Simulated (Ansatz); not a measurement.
## Zr2COF MXene monolayer in a perpendicular field

Aim: how the Zr2COF MXene monolayer screens a field along its normal, and what the field does to its bands. A positive field points along +c.

Method: plane-wave DFT, PBE-D3(BJ), Ansatz PAW, in Ansatz 0.2.0.

## Step 1: Set-up

The cell holds 5 atoms: 1 F, 2 Zr, 1 C and 1 O. Its edges and angles: a = 3.289 Å, b = 3.289 Å, c = 40.572 Å, α = 90.0°, β = 90.0°, γ = 120.0°. Vacuum lies along c.

Structure file:

```cif
data_structure
_symmetry_space_group_name_H-M 'P 1'
_symmetry_Int_Tables_number 1
_cell_length_a 3.2890
_cell_length_b 3.2890
_cell_length_c 40.5718
_cell_angle_alpha 90.000
_cell_angle_beta 90.000
_cell_angle_gamma 120.000
_cell_volume 380.09
loop_
_atom_site_label
_atom_site_type_symbol
_atom_site_fract_x
_atom_site_fract_y
_atom_site_fract_z
_atom_site_occupancy
F1 F 0.33333 0.66667 0.44119 1
Zr2 Zr 0.66667 0.33333 0.46578 1
C3 C 0.00000 0.00000 0.49777 1
Zr4 Zr 0.33333 0.66667 0.52975 1
O5 O 0.66667 0.33333 0.55881 1
```

## Step 2: Relaxation

The starting cell is a guess, so the in-plane lattice and the atoms are relaxed first, with the slab cut off from its images along the normal.

Contents of input.yaml:

```yaml
crystal:
  lattice:
    - [3.289, 0.0, 0.0]
    - [-1.6445, 2.848357553, 0.0]
    - [0.0, 0.0, 40.5718145983]
  atoms:
    - { symbol: F, position: [0.3333333333, 0.6666666667, 0.4411929853] }
    - { symbol: Zr, position: [0.6666666667, 0.3333333333, 0.4657812231], spin: 1.0 }
    - { symbol: C, position: [0.0, 0.0, 0.4977677583] }
    - { symbol: Zr, position: [0.3333333333, 0.6666666667, 0.5297542934], spin: 1.0 }
    - { symbol: O, position: [0.6666666667, 0.3333333333, 0.5588070147] }
  periodic: [true, true, false]
magnetization:
  spin_polarized: true
kpoints:
  mp_grid: { grid: [12, 12, 1] }
hamiltonian:
  xc: pbe
  dispersion: d3bj
scf:
  occupations: { method: fermi_dirac, width: 0.05 }
  convergence: { dr2_threshold: 1.0e-09 }
relax:
  f_tol: 0.004
  max_steps: 90
  cell: {}
output:
  write_potential: true
  write_density: true
  volumetric_format: npy
```

Command:

```console
$ ansatz run input.yaml --threads 4 --pin off --max-ram 6144MiB --backend cpu --events-out ev --progress --plain --runs-dir out
```

Planned after this: atoms held, field 0, start network; single point, field 0.03 V/Å; single point, field -0.03 V/Å; atoms held, field 0.15 V/Å; single point, field 0.25 V/Å; single point, field -0.25 V/Å; response, atoms held; varying the input: scf.mixing.preconditioner = "local_kerker"; the same run with other settings. Settings of the main run: cutoff 420 eV, 18×18×1 k-mesh, smearing width 0.05 eV, 1 layers, stack Zr2COF MXene monolayer, PAW set soft 2.

**Question.** What will these runs give for the step between the vacuum levels; and equivalent conductor thickness, atoms held?

An odd count of 41 valence electrons without spin polarisation leaves states at the Fermi level. The induced dipole equals that of a perfect conductor 5.56 Å thick, while the outer atoms lie 4.95 Å apart. The two faces differ: the vacuum level above lies 1.58 eV higher than the one below.

| Property | Result |
| --- | --- |
| gap without field | none |
| work function, upper face | 5.24 eV |
| step between the vacuum levels | 1.58 eV |
| equivalent conductor thickness, atoms held | 5.56 Å |

There is no gap over 0.03 eV, with or without the field. The first relaxation ran with spin and lost its moment, and the later runs have none; other magnetic states were not tried. Spin-orbit coupling is left out. The MXene's terminations sit over the metal atoms of its far layer; the site over carbon or nitrogen, which some compounds prefer, was not run.

[Logs are printed without paths, hosts, clocks, repeated set-up lines and the standing remarks that a program may print on its own settings, such as how far it seeks lower states.]

[Hosts, paths, dates, database ids (printed as entryN), source tags and the programs' standing remarks are cut or masked in the printed files.]

[Maps of the electrostatic potential energy from Ansatz leave out the sawtooth potential of an applied field or a dipole correction, so their vacuum need not be flat; planar profiles and work functions include it.]
